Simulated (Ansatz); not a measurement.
## Cr(110) film, 5 layers, flat: channels in plane against thickness

Wanted: in-plane conductance by layer count, from Cr(110) film, 5 layers, flat.

Program: Ansatz 0.2.0. Level of theory: Ansatz plane-wave DFT, PBE, PAW files; ballistic transport by layer matching (Landauer), zero bias; PAW set soft_1. Results are calculated unless marked as measured.

This is a report of a sequence of runs, with most program output left out.

### 1. Starting point

The cell holds 10 atoms: 10 Cr. Its edges and angles: a = 19.157 Å, b = 2.884 Å, c = 4.078 Å, α = 90.0°, β = 90.0°, γ = 90.0°. It derives from Cr. Vacuum lies along a. The structure's axis is c.

### 2. With 5 layers

Vacuum lies along the first vector, which takes one k-point, and the current runs in the film's plane. One period is a perfect wire, so its channels are the result. Energies from -0.27 to 0.27 eV in steps of 0.036 eV cover the slope of the Fermi function at 300 K, so the program can form a conductance.

Contents of input.yaml:

```yaml
crystal:
  lattice:
    - [19.1569009851, 0.0, 0.0]
    - [0.0, 2.8839, 0.0]
    - [0.0, 0.0, 4.0784504925]
  atoms:
    - { symbol: Cr, position: [0.2349022947, 0.0, 0.0] }
    - { symbol: Cr, position: [0.2349022947, 0.5, 0.5] }
    - { symbol: Cr, position: [0.3413508924, 0.5, 0.0] }
    - { symbol: Cr, position: [0.3413508924, 0.0, 0.5] }
    - { symbol: Cr, position: [0.4477994901, 0.0, 0.0] }
    - { symbol: Cr, position: [0.4477994901, 0.5, 0.5] }
    - { symbol: Cr, position: [0.5542480878, 0.5, 0.0] }
    - { symbol: Cr, position: [0.5542480878, 0.0, 0.5] }
    - { symbol: Cr, position: [0.6606966855, 0.0, 0.0] }
    - { symbol: Cr, position: [0.6606966855, 0.5, 0.5] }
kpoints:
  mp_grid: { grid: [1, 14, 10] }
hamiltonian:
  xc: pbe
  pseudopotentials: { kind: paw, azcp: { folder: soft_1 } }
scf:
  occupations: { method: fermi_dirac, width: 0.1 }
output:
  transmission:
    leads: [[0, 0]]
    kmesh: [1, 32]
    e_range: [-0.27, 0.27]
    de: 0.036
```

On the command line:

```console
$ ansatz run input.yaml --threads 4 --pin off --max-ram 8192MiB --backend cpu --events-out ev --progress --plain --runs-dir out
```

The job ended after 17 min (4 threads of Arm Neoverse V2, shared host; peak memory 3.1 GiB; 63 min of CPU time).

This run has no spin polarisation, although Cr can carry a moment.

This step gave:

```yaml
free_energy: -33772.4895 eV
energy_at_zero_smearing: -33772.3018 eV
fermi_energy: 7.781 eV
cell_area: 55.25 Å²
estimated_errors_of_the_lead_s_conductance: 0.1, 8.5, 0.8 % (band edges, k-mesh, distance from neutral)
lead_conductance_per_cell: 5.224 G₀
```

Per spin. Table of open channels, zone mean, lead by energy, zero at the Fermi level:

```
energy (eV)  open channels, zone mean, lead
     -0.270                            5.31
     -0.234                            5.12
     -0.198                            5.09
     -0.162                            5.09
     -0.126                            5.16
     -0.090                            4.91
     -0.054                            5.03
     -0.018                            5.09
      0.018                             5.5
      0.054                            5.28
      0.090                            5.34
      0.126                            5.41
      0.162                            5.84
      0.198                            6.47
      0.234                            6.66
      0.270                            7.22
```

The program's largest error estimate for it is 8.5 %, from the k-mesh.

### 3. With 6 layers, thickness 12.235 A

The film grows to 6 layers.

System of this step: Cr(110) film, 6 layers, flat. The cell holds 12 atoms: 12 Cr. Cell: a = 21.196 Å, b = 2.884 Å, c = 4.078 Å, α = 90.0°, β = 90.0°, γ = 90.0°. It derives from Cr. Vacuum lies along a. The structure's axis is c.

input.yaml, the sections that differ from step 2:

```yaml
crystal:
  lattice:
    - [21.1961262313, 0.0, 0.0]
    - [0.0, 2.8839, 0.0]
    - [0.0, 0.0, 4.0784504925]
  atoms:
    - { symbol: Cr, position: [0.212302944, 0.0, 0.0] }
    - { symbol: Cr, position: [0.212302944, 0.5, 0.5] }
    - { symbol: Cr, position: [0.3085103936, 0.5, 0.0] }
    - { symbol: Cr, position: [0.3085103936, 0.0, 0.5] }
    - { symbol: Cr, position: [0.4047178432, 0.0, 0.0] }
    - { symbol: Cr, position: [0.4047178432, 0.5, 0.5] }
    - { symbol: Cr, position: [0.5009252928, 0.5, 0.0] }
    - { symbol: Cr, position: [0.5009252928, 0.0, 0.5] }
    - { symbol: Cr, position: [0.5971327424, 0.0, 0.0] }
    - { symbol: Cr, position: [0.5971327424, 0.5, 0.5] }
    - { symbol: Cr, position: [0.693340192, 0.5, 0.0] }
    - { symbol: Cr, position: [0.693340192, 0.0, 0.5] }
# kpoints, hamiltonian, scf, output: as in step 2
```

Elapsed: 26 min, on 4 threads; peak memory 3.9 GiB.

This step gave:

- free energy: -40527.9880 eV
- energy at zero smearing: -40527.7825 eV
- Fermi energy: 8.823 eV
- cell area: 61.13 Å²
- estimated errors of the lead's conductance: 0, 8.8, 1.4 % (band edges, k-mesh, distance from neutral)
- lead conductance per cell: 5.850 G₀

Per spin. Open channels, zone mean, lead against energy, zero at the Fermi level:

```csv
energy (eV),"open channels, zone mean, lead"
-0.270,5.75
-0.234,5.78
-0.198,5.59
-0.162,5.53
-0.126,5.72
-0.090,5.84
-0.054,5.47
-0.018,5.72
0.018,6.03
0.054,5.91
0.090,6.09
0.126,6.53
0.162,6.97
0.198,7.19
0.234,7.31
0.270,7.84
```

The lead conductance per cell is 5.85 G₀, 12 % over the 5.22 G₀ of the last finished run, no more than the error estimates, leads' steps apart, of 8.5 and 8.8 % together.

### 4. With 7 layers, thickness 14.275 A

The film grows to 7 layers.

System of this step: Cr(110) film, 7 layers, flat. The cell holds 14 atoms: 14 Cr. Its edges and angles: a = 23.235 Å, b = 2.884 Å, c = 4.078 Å, α = 90.0°, β = 90.0°, γ = 90.0°. It derives from Cr. Vacuum lies along a. The structure's axis is c.

input.yaml, the sections that differ from step 3:

```yaml
crystal:
  lattice:
    - [23.2353514776, 0.0, 0.0]
    - [0.0, 2.8839, 0.0]
    - [0.0, 0.0, 4.0784504925]
  atoms:
    - { symbol: Cr, position: [0.193670408, 0.0, 0.0] }
    - { symbol: Cr, position: [0.193670408, 0.5, 0.5] }
    - { symbol: Cr, position: [0.2814343158, 0.5, 0.0] }
    - { symbol: Cr, position: [0.2814343158, 0.0, 0.5] }
    - { symbol: Cr, position: [0.3691982237, 0.0, 0.0] }
    - { symbol: Cr, position: [0.3691982237, 0.5, 0.5] }
    - { symbol: Cr, position: [0.4569621316, 0.5, 0.0] }
    - { symbol: Cr, position: [0.4569621316, 0.0, 0.5] }
    - { symbol: Cr, position: [0.5447260394, 0.0, 0.0] }
    - { symbol: Cr, position: [0.5447260394, 0.5, 0.5] }
    - { symbol: Cr, position: [0.6324899473, 0.5, 0.0] }
    - { symbol: Cr, position: [0.6324899473, 0.0, 0.5] }
    - { symbol: Cr, position: [0.7202538552, 0.0, 0.0] }
    - { symbol: Cr, position: [0.7202538552, 0.5, 0.5] }
# kpoints, hamiltonian, scf, output: as in step 3
```

Wall time 39 min (4 threads); peak memory 4.7 GiB; 2.4 h of CPU time.

Numbers from this step:

| Item | Value |
| --- | --- |
| free energy | -47283.4618 eV |
| energy at zero smearing | -47283.2316 eV |
| Fermi energy | 9.680 eV |
| cell area | 67.01 Å² |
| estimated errors of the lead's conductance | 0, 9.7, 1.1 % (band edges, k-mesh, distance from neutral) |
| lead conductance per cell | 6.798 G₀ |

Per spin. Open channels, zone mean, lead against energy, zero at the Fermi level:

```
energy (eV)  open channels, zone mean, lead
     -0.270                            6.59
     -0.234                            6.34
     -0.198                            6.34
     -0.162                            6.09
     -0.126                            6.34
     -0.090                            6.28
     -0.054                            6.16
     -0.018                            6.78
      0.018                            6.97
      0.054                            6.84
      0.090                            7.16
      0.126                            7.47
      0.162                            7.47
      0.198                            7.81
      0.234                            8.12
      0.270                            9.12
```

The lead conductance per cell is 6.80 G₀, 16 % over the 5.85 G₀ of the last finished run, no more than the error estimates, leads' steps apart, of 8.8 and 9.7 % together.

### 5. All levels side by side

Times are for 4 threads of Arm Neoverse V2, shared host. Results by setting:

```csv
no.,layers,lead conductance per cell (G₀),time,memory (GiB)
1,5,5.224,17 min,3.1
2,6,5.850,26 min,3.9
3,7,6.798,39 min,4.7
```

The runs together. Table of open channels, zone mean by energy, zero at the Fermi level:

| energy (eV) | 5 | 6 | 7 |
| --- | --- | --- | --- |
| -0.270 | 5.31 | 5.75 | 6.59 |
| -0.234 | 5.12 | 5.78 | 6.34 |
| -0.198 | 5.09 | 5.59 | 6.34 |
| -0.162 | 5.09 | 5.53 | 6.09 |
| -0.126 | 5.16 | 5.72 | 6.34 |
| -0.090 | 4.91 | 5.84 | 6.28 |
| -0.054 | 5.03 | 5.47 | 6.16 |
| -0.018 | 5.09 | 5.72 | 6.78 |
| 0.018 | 5.5 | 6.03 | 6.97 |
| 0.054 | 5.28 | 5.91 | 6.84 |
| 0.090 | 5.34 | 6.09 | 7.16 |
| 0.126 | 5.41 | 6.53 | 7.47 |
| 0.162 | 5.84 | 6.97 | 7.47 |
| 0.198 | 6.47 | 7.19 | 7.81 |
| 0.234 | 6.66 | 7.31 | 8.12 |
| 0.270 | 7.22 | 7.84 | 9.12 |

### 6. Results

```yaml
conductance_per_cell_5_layers: 5.22 G₀
conductance_per_cell_6_layers: 5.85 G₀
conductance_per_cell_7_layers: 6.80 G₀
```

What this shows: The conductance per cell width goes from 5.22 G0 at 5 to 6.80 G0 at 7 layers. Over the film's own cross-section (layers × spacing × width) the conductance runs from 1.4 to 1.3×10¹⁵ S/m²; that nominal section leaves out the charge that spills into the vacuum, which flatters the thinnest films. The gains from one thickness to the next are 0.63 and 0.95 G0 per added layer; their spread isn't beyond the error estimates. The film repeats perfectly along the current, so nothing scatters; its faces are clean and not relaxed. The runs have no spin polarisation, although Cr can order magnetically, which would change the channels. The program's error estimate for the conductance, leads' steps apart, is near 9.7 %.

[Logs are printed without paths, hosts, clocks, repeated set-up lines and the standing remarks that a program may print on its own settings, such as how far it seeks lower states.]

[Hosts, paths, dates, database ids (printed as entryN), source tags and the programs' standing remarks are cut or masked in the printed files.]
